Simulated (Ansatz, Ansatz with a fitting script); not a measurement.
Planning a run of Ansatz 0.2.0 on SiC (Moissanite). The input:

```yaml
crystal:
  lattice:
    - [3.076, 0.0, 0.0]
    - [-1.538, 2.66389414, 0.0]
    - [0.0, 0.0, 5.048]
  atoms:
    - { symbol: Si, position: [0.33333333, 0.66666667, 0.0] }
    - { symbol: Si, position: [0.66666667, 0.33333333, 0.5] }
    - { symbol: C, position: [0.33333333, 0.66666667, 0.385] }
    - { symbol: C, position: [0.66666667, 0.33333333, 0.885] }
kpoints:
  mp_grid: { grid: [4, 4, 2] }
hamiltonian:
  xc: lda
  pseudopotentials: { kind: nc, xc_functional: pbe }
scf:
  occupations: { method: fixed }
  lower_state_search: "off"
  convergence: { dr2_threshold: 1.0e-09 }
output:
  rpa_energy:
    ecut_chi_ladder: [204, 238, 272, 306, 340]
    long_wavelength: optical_limit
    n_empty_bands: 588
basis:
  ecutwfc: 1115.666836
  xc_grid: 3
```

```sh
ansatz run input.yaml --threads 8 --pin off --max-ram 18432MiB --backend cpu --events-out ev --progress --plain --runs-dir out
```

Q: Estimate wall time and host memory on 8 threads of Intel Xeon Platinum 8375C at 2.90GHz (Ice Lake), shared host.

It took 86 s; on shared hardware allow 43 s to 2.9 min. Peak host memory was 7.6 GiB.

[Paths, hosts, dates, memory and timing lines, banners, echoed tables and standing remarks are left out of the program output.]

[Logs are printed without paths, hosts, clocks, repeated set-up lines and the standing remarks that a program may print on its own settings, such as how far it seeks lower states.]

[Runs of the session that timed out or met a known fault of the program may be left out.]

[Hosts, paths, dates, database ids (printed as entryN), source tags and the programs' standing remarks are cut or masked in the printed files.]
